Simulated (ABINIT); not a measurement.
# Nb (Im-3m): phonons by linear response, part 3 of 3

How does Nb (Im-3m) vibrate, and is this structure a minimum?

ABINIT 10.8.3; DFT LDA, scalar-relativistic, plane waves, PseudoDojo norm-conserving pseudopotentials.

So far. Step 3 (Relaxing the cell and atoms): The volume changes by -6.9 % in this run and stands -6.9 % from the first cell. Step 4 (Self-consistent run for the response): The cell stands at -0.61 GPa: the relaxation ran with a smoothed and higher cutoff, and the difference is a stress of the finite basis. The relaxed cell has a = 3.250 Å (conventional setting).

The database entry behind the starting cell differs from later determinations by our own check (about 0.8 % long, hydrogen-cycled sample), so it need not match the best structure at ambient conditions.

**7. Dispersion**

anaddb transforms the dynamical matrices to force constants and back along the path; points of the mesh come back as solved, but for the sum rule and, in polar crystals, the LO-TO term at Γ; the rest is interpolation.

Contents of anaddb.abi:

```
ddb_filepath "all_DDB"
output_file "anaddb.abo"
outdata_prefix "anaddb"
ifcflag 1
ngqpt 4 4 4
nqshft 1
q1shft 0.0 0.0 0.0
asr 1
chneut 0
dipdip 0
dipquad 0
quadquad 0
enunit 0
eivec 0
nph1l 62
qph1l 
    0.0 0.0 0.0 1.0
    0.05 -0.05 0.05 1.0
    0.1 -0.1 0.1 1.0
    0.15 -0.15 0.15 1.0
    0.2 -0.2 0.2 1.0
    0.25 -0.25 0.25 1.0
    0.3 -0.3 0.3 1.0
    0.35 -0.35 0.35 1.0
    0.4 -0.4 0.4 1.0
    0.45 -0.45 0.45 1.0
    0.5 -0.5 0.5 1.0
    0.45 -0.45 0.5 1.0
    0.4 -0.4 0.5 1.0
    0.35 -0.35 0.5 1.0
    0.3 -0.3 0.5 1.0
    0.25 -0.25 0.5 1.0
    0.2 -0.2 0.5 1.0
    0.15 -0.15 0.5 1.0
    0.1 -0.1 0.5 1.0
    0.05 -0.05 0.5 1.0
    0.0 0.0 0.5 1.0
    0.0 0.0 0.45 1.0
    0.0 0.0 0.4 1.0
    0.0 0.0 0.35 1.0
    0.0 0.0 0.3 1.0
    0.0 0.0 0.25 1.0
    0.0 0.0 0.2 1.0
    0.0 0.0 0.15 1.0
    0.0 0.0 0.1 1.0
    0.0 0.0 0.05 1.0
    0.0 0.0 0.0 1.0
    0.025 0.025 0.025 1.0
    0.05 0.05 0.05 1.0
    0.075 0.075 0.075 1.0
    0.1 0.1 0.1 1.0
    0.125 0.125 0.125 1.0
    0.15 0.15 0.15 1.0
    0.175 0.175 0.175 1.0
    0.2 0.2 0.2 1.0
    0.225 0.225 0.225 1.0
    0.25 0.25 0.25 1.0
    0.275 0.175 0.275 1.0
    0.3 0.1 0.3 1.0
    0.325 0.025 0.325 1.0
    0.35 -0.05 0.35 1.0
    0.375 -0.125 0.375 1.0
    0.4 -0.2 0.4 1.0
    0.425 -0.275 0.425 1.0
    0.45 -0.35 0.45 1.0
    0.475 -0.425 0.475 1.0
    0.5 -0.5 0.5 1.0
    0.25 0.25 0.25 1.0
    0.225 0.225 0.275 1.0
    0.2 0.2 0.3 1.0
    0.175 0.175 0.325 1.0
    0.15 0.15 0.35 1.0
    0.125 0.125 0.375 1.0
    0.1 0.1 0.4 1.0
    0.075 0.075 0.425 1.0
    0.05 0.05 0.45 1.0
    0.025 0.025 0.475 1.0
    0.0 0.0 0.5 1.0
```

Contents of mrgddb.in:

```
all_DDB
merged
8
dfpt_gammao_DDB
dfpt_qo_DS1_DDB
dfpt_qo_DS2_DDB
dfpt_qo_DS3_DDB
dfpt_qo_DS4_DDB
dfpt_qo_DS5_DDB
dfpt_qo_DS6_DDB
dfpt_qo_DS7_DDB
```

The run is started by

```sh
mrgddb < mrgddb.in > mrgddb.log
OMP_NUM_THREADS=1 anaddb anaddb.abi > anaddb.log
```

anaddb.abo, the main output file:

```text
[banners, grids, parts of the stress and lines that vanish by symmetry left out]
-outvars_anaddb: echo values of input variables ----------------------

 Flags :
[...]
Phonon wavevector (reduced coordinates) :  0.00000  0.00000  0.00000
 Phonon energies in Hartree :
[...]
Phonon frequencies in cm-1    :
-  0.000000E+00  0.000000E+00  0.000000E+00
[...]
Phonon wavevector (reduced coordinates) :  0.05000 -0.05000  0.05000
 Phonon energies in Hartree :
[...]
Phonon frequencies in cm-1    :
- -2.077146E+01 -2.077146E+01  6.266529E+01
[...]
Phonon wavevector (reduced coordinates) :  0.10000 -0.10000  0.10000
 Phonon energies in Hartree :
[...]
Phonon frequencies in cm-1    :
- -3.217351E+01 -3.217351E+01  1.216439E+02
[...]
Phonon wavevector (reduced coordinates) :  0.15000 -0.15000  0.15000
 Phonon energies in Hartree :
[...]
Phonon frequencies in cm-1    :
- -6.175017E+00 -6.175017E+00  1.705583E+02
  Phonon wavevector (reduced coordinates) :  0.20000 -0.20000  0.20000
 Phonon energies in Hartree :
[...]
Phonon frequencies in cm-1    :
-  6.694008E+01  6.694008E+01  2.017573E+02
  Phonon wavevector (reduced coordinates) :  0.25000 -0.25000  0.25000
 Phonon energies in Hartree :
[...]
Phonon frequencies in cm-1    :
-  1.151731E+02  1.151731E+02  2.115218E+02
  Phonon wavevector (reduced coordinates) :  0.30000 -0.30000  0.30000
 Phonon energies in Hartree :
[...]
Phonon frequencies in cm-1    :
-  1.581930E+02  1.581930E+02  2.056330E+02
  Phonon wavevector (reduced coordinates) :  0.35000 -0.35000  0.35000
 Phonon energies in Hartree :
[...]
Phonon frequencies in cm-1    :
-  1.922057E+02  1.922057E+02  1.999201E+02
  Phonon wavevector (reduced coordinates) :  0.40000 -0.40000  0.40000
 Phonon energies in Hartree :
[...]
Phonon frequencies in cm-1    :
-  2.077656E+02  2.151726E+02  2.151726E+02
  Phonon wavevector (reduced coordinates) :  0.45000 -0.45000  0.45000
 Phonon energies in Hartree :
[...]
Phonon frequencies in cm-1    :
-  2.236481E+02  2.276449E+02  2.276449E+02
  Phonon wavevector (reduced coordinates) :  0.50000 -0.50000  0.50000
 Phonon energies in Hartree :
[...]
Phonon frequencies in cm-1    :
-  2.314751E+02  2.314751E+02  2.314751E+02
  Phonon wavevector (reduced coordinates) :  0.45000 -0.45000  0.50000
 Phonon energies in Hartree :
[...]
Phonon frequencies in cm-1    :
-  2.267792E+02  2.296347E+02  2.301273E+02
  Phonon wavevector (reduced coordinates) :  0.40000 -0.40000  0.50000
 Phonon energies in Hartree :
[...]
Phonon frequencies in cm-1    :
-  2.134632E+02  2.244203E+02  2.263198E+02
  Phonon wavevector (reduced coordinates) :  0.35000 -0.35000  0.50000
 Phonon energies in Hartree :
[...]
Phonon frequencies in cm-1    :
-  1.938575E+02  2.166759E+02  2.207366E+02
[...]
Phonon wavevector (reduced coordinates) :  0.17500  0.17500  0.32500
 Phonon energies in Hartree :
[...]
Phonon frequencies in cm-1    :
-  1.588192E+02  1.741632E+02  2.020409E+02
  Phonon wavevector (reduced coordinates) :  0.15000  0.15000  0.35000
 Phonon energies in Hartree :
[...]
Phonon frequencies in cm-1    :
-  1.533884E+02  1.701586E+02  2.048108E+02
  Phonon wavevector (reduced coordinates) :  0.12500  0.12500  0.37500
 Phonon energies in Hartree :
[...]
Phonon frequencies in cm-1    :
-  1.501232E+02  1.676872E+02  2.057422E+02
  Phonon wavevector (reduced coordinates) :  0.10000  0.10000  0.40000
 Phonon energies in Hartree :
[...]
Phonon frequencies in cm-1    :
-  1.488995E+02  1.673717E+02  2.052067E+02
  Phonon wavevector (reduced coordinates) :  0.07500  0.07500  0.42500
 Phonon energies in Hartree :
[...]
Phonon frequencies in cm-1    :
-  1.491670E+02  1.689484E+02  2.037668E+02
  Phonon wavevector (reduced coordinates) :  0.05000  0.05000  0.45000
 Phonon energies in Hartree :
[...]
Phonon frequencies in cm-1    :
-  1.501499E+02  1.714256E+02  2.020787E+02
  Phonon wavevector (reduced coordinates) :  0.02500  0.02500  0.47500
 Phonon energies in Hartree :
[...]
Phonon frequencies in cm-1    :
-  1.510953E+02  1.735659E+02  2.007640E+02
  Phonon wavevector (reduced coordinates) :  0.00000  0.00000  0.50000
 Phonon energies in Hartree :
[...]
Phonon frequencies in cm-1    :
-  1.514734E+02  1.743997E+02  2.002711E+02
-
```

Elapsed: 0.65 s, on 1 thread of Intel Xeon Platinum 8488C (Sapphire Rapids), shared host.

This step gave:

```
lowest frequency on the path : -32.17 cm⁻¹
```

Anaddb. The phonon branches at the labelled points (cm⁻¹):

| point | branch 1 | branch 2 | branch 3 |
| --- | --- | --- | --- |
| Γ | 0 | 0 | 0 |
| halfway | 115 | 115 | 212 |
| H | 232 | 232 | 232 |
| halfway | 153 | 198 | 208 |
| N | 152 | 174 | 200 |
| halfway | 74 | 104 | 149 |
| Γ | 0 | 0 | 0 |
| halfway | 91 | 91 | 188 |
| P | 183 | 183 | 183 |
| halfway | 140 | 194 | 194 |
| H | 232 | 232 | 232 |
| jump to P | 183 | 183 | 183 |
| halfway | 150 | 168 | 206 |
| N | 152 | 174 | 200 |

The phonon branches as a text plot (rows in cm⁻¹):

```
    226 |          *****                                ***
    215 |     **  *   ***                    **        *
    204 |    *  ***     ******              *  *      * *   *****
    193 |        *     * **   **           *     *****     *
    182 |                  *    *               *      *   *
    171 |   *           *   ***                * *         ******
    160 |       *              *          *                 *
    149 |                *  ***  *            *   **  *      ****
    138 |                 **   **            *      **
    127 |                       * *
    116 |  *  **                         *  *
    105 |                        *
     94 |                          *       *
     83 |                         *     *
     72 |    *                   *  *     *
     61 | *                        *
     50 |                           *    *
     39 |                         *  * **
     28 |
     17 |                            * *
      6 |
     -5 |*  *                         *
    -16 | *                        * *
    -27 |  *                        *
         Γ           H       N        Γ         P        H|P    N
```

The path dips to 32i cm⁻¹ between the solved wavevectors, whose modes are all real, so the dip may come from the interpolation.

**8. Sums over the zone**

Sums over the zone need many more wavevectors than were solved, so the interpolation is sampled on a dense mesh.

Contents of anaddb.abi:

```
ddb_filepath "all_DDB"
output_file "anaddb.abo"
outdata_prefix "anaddb"
ifcflag 1
ngqpt 4 4 4
nqshft 1
q1shft 0.0 0.0 0.0
asr 1
chneut 0
dipdip 0
dipquad 0
quadquad 0
prtdos 2
ng2qpt 20 20 20
dosdeltae 4.5563e-06
ntemper 11
temperinc 100.0
tempermin 0.0
```

The run is started by

```sh
OMP_NUM_THREADS=1 anaddb anaddb.abi > anaddb.log
```

anaddb.abo, the main output file:

```text
[banners, grids, parts of the stress and lines that vanish by symmetry left out]
-outvars_anaddb: echo values of input variables ----------------------

 Flags :
     ifcflag         1
 Miscellaneous information :
         asr         1
      chneut         0
 Interatomic Force Constants Inputs :
      dipdip         0
     dipquad         0
    quadquad         0
      ifcana         0
      ifcout         0
 Description of grid 1 :
        brav         1
       ngqpt         4         4         4
      nqshft         1
      q1shft
                     0.00000000E+00  0.00000000E+00  0.00000000E+00
 Phonon DOS information :
   dosdeltae  4.55630000E-06
    dossmear  4.55633525E-06
 Description of grid 2 (Fourier interp. or BZ sampling):
      ng2qpt        20        20        20
      ngrids         4
      q2shft         0.00000000E+00  0.00000000E+00  0.00000000E+00

================================================================================

 read the DDB information and perform some checks

  ==== Info on the Cryst% object ====
 Real(R)+Recip(G) space primitive vectors, cartesian coordinates (Bohr,Bohr^-1):
 R(1)= -3.0704264  3.0704264  3.0704264  G(1)=  0.0000000  0.1628438  0.1628438
 R(2)=  3.0704264 -3.0704264  3.0704264  G(2)=  0.1628438  0.0000000  0.1628438
 R(3)=  3.0704264  3.0704264 -3.0704264  G(3)=  0.1628438  0.1628438  0.0000000
 Unit cell volume ucvol=  1.1578600E+02 bohr^3
 Angles (23,13,12)=  1.09471221E+02  1.09471221E+02  1.09471221E+02 degrees
 Time-reversal symmetry is present
 Reduced atomic positions [iatom, xred, symbol]:
    1)    0.0000000  0.0000000  0.0000000  Nb

 DDB file with 8 blocks has been read.

================================================================================

 Calculation of the interatomic forces

       Homogeneous q point set in the B.Z.
 Grid q points  :       64
  1)   0.00000000E+00  0.00000000E+00  0.00000000E+00
  2)   2.50000000E-01  0.00000000E+00  0.00000000E+00
  3)   5.00000000E-01  0.00000000E+00  0.00000000E+00
  4)  -2.50000000E-01  0.00000000E+00  0.00000000E+00
  5)   0.00000000E+00  2.50000000E-01  0.00000000E+00
  6)   2.50000000E-01  2.50000000E-01  0.00000000E+00
  7)   5.00000000E-01  2.50000000E-01  0.00000000E+00
  8)  -2.50000000E-01  2.50000000E-01  0.00000000E+00
  9)   0.00000000E+00  5.00000000E-01  0.00000000E+00
 10)   2.50000000E-01  5.00000000E-01  0.00000000E+00
 11)   5.00000000E-01  5.00000000E-01  0.00000000E+00
 12)  -2.50000000E-01  5.00000000E-01  0.00000000E+00
 13)   0.00000000E+00 -2.50000000E-01  0.00000000E+00
 14)   2.50000000E-01 -2.50000000E-01  0.00000000E+00
[...]
58)   2.50000000E-01  5.00000000E-01 -2.50000000E-01
 59)   5.00000000E-01  5.00000000E-01 -2.50000000E-01
 60)  -2.50000000E-01  5.00000000E-01 -2.50000000E-01
 61)   0.00000000E+00 -2.50000000E-01 -2.50000000E-01
 62)   2.50000000E-01 -2.50000000E-01 -2.50000000E-01
 63)   5.00000000E-01 -2.50000000E-01 -2.50000000E-01
 64)  -2.50000000E-01 -2.50000000E-01 -2.50000000E-01

 The interatomic forces have been obtained

================================================================================

 Calculation of phonon density of states

 Average speed of sound partial sums:     0.1168218221E-02 (at units)
-                                   =           2.5557 [km/s]

 Debye frequency from partial sums:     0.9342339013E-03 (Ha)
-                                 =     0.6146963779E+01 (THz)
-Debye temperature from partial sums:     0.2950077334E+03 (K)

 Average speed of sound partial sums:     0.1168218221E-02 (at units)
-                                   =           2.5557 [km/s]

 Debye frequency from partial sums:     0.9342339013E-03 (Ha)
-                                 =     0.6146963779E+01 (THz)
-Debye temperature from partial sums:     0.2950077334E+03 (K)

 Average speed of sound:     0.3721177066E-04 (at units)
-                      =           0.0814 [km/s]

 Debye frequency from DOS:     0.2975856484E-04 (Ha)
-                        =     0.1958019506E+00 (THz)
-Debye temperature from DOS:     0.9397011551E+01 (K)

-
```

Elapsed: 0.95 s, on 1 thread.

This step gave:

| Item | Value |
| --- | --- |
| share of modes beyond 3i cm⁻¹ on the dense interpolated mesh | 0.008 |

The phonon density of states has structure finer than the step of the table below, so its rows give means over 5 cm⁻¹, whole bins alone (the curve runs from -33.8 to 243 cm⁻¹). Peaks (cm⁻¹: height): 139.2: 0.0606, 207.2: 0.0769.

Tetrahedra. The phonon density of states by wavenumber; means over each step:

wavenumber (cm⁻¹), phonon density of states (1/cm⁻¹/cell) and a bar:
```
      -30     0.0002 
      -25     0.0008 
      -20     0.0008 
      -15     0.0010 
      -10     0.0011 
       -5     0.0010 
        0     0.0010 
        5     0.0010 
       10     0.0010 
       15     0.0011 
       20     0.0013 #
       25     0.0016 #
       30     0.0017 #
       35     0.0020 #
       40     0.0023 #
       45     0.0028 #
       50     0.0031 #
       55     0.0035 ##
       60     0.0038 ##
       65     0.0043 ##
       70     0.0048 ##
       75     0.0053 ##
       80     0.0057 ###
       85     0.0062 ###
       90     0.0067 ###
       95     0.0075 ###
      100     0.0082 ####
      105     0.0091 ####
      110     0.0101 ####
      115     0.0112 #####
      120     0.0128 ######
      125     0.0147 #######
      130     0.0178 ########
      135     0.0237 ###########
      140     0.0435 ###################
      145     0.0339 ###############
      150     0.0237 ###########
      155     0.0175 ########
      160     0.0174 ########
      165     0.0200 #########
      170     0.0218 ##########
      175     0.0187 ########
      180     0.0157 #######
      185     0.0128 ######
      190     0.0126 ######
      195     0.0165 #######
      200     0.0368 ################
      205     0.0674 ##############################
      210     0.0423 ###################
      215     0.0104 #####
      220     0.0048 ##
      225     0.0031 #
      230     0.0009 
      235     0.0000
```

**9. Results**

* space group after relaxation: Im-3m
* volume per atom: 17.2 Å³
* q mesh: 4×4×4
* lowest mode on the q mesh (acoustic ones at the zone centre apart): 73.6 cm⁻¹
* imaginary modes on the q mesh: none

Nb (Im-3m) is dynamically stable on the 4×4×4 mesh; its spectrum reaches 232 cm⁻¹. The base run prints -0.61 GPa, mostly the error of a finite basis; the relaxation, with a smoothed and higher cutoff, had brought the cell to rest. The imaginary part of the path lies between the solved wavevectors, so it may come from the interpolation. These are harmonic frequencies at zero temperature: anharmonic shifts and linewidths and thermal expansion are left out. In a metal the frequencies hang on the k mesh and the smearing, most of all near Kohn anomalies. The relaxed cell is 7 % smaller in volume than the measured one, and all results belong to that cell. Electron-phonon sums were run after this but are not shown: the interpolated spectrum has imaginary branches.

[Host names and launcher messages were left out of these logs when they were recorded.]

[Logs are printed without paths, hosts, clocks, repeated set-up lines and the standing remarks that a program may print on its own settings, such as how far it seeks lower states.]

[Hosts, paths, dates, database ids (printed as entryN), source tags and the programs' standing remarks are cut or masked in the printed files.]
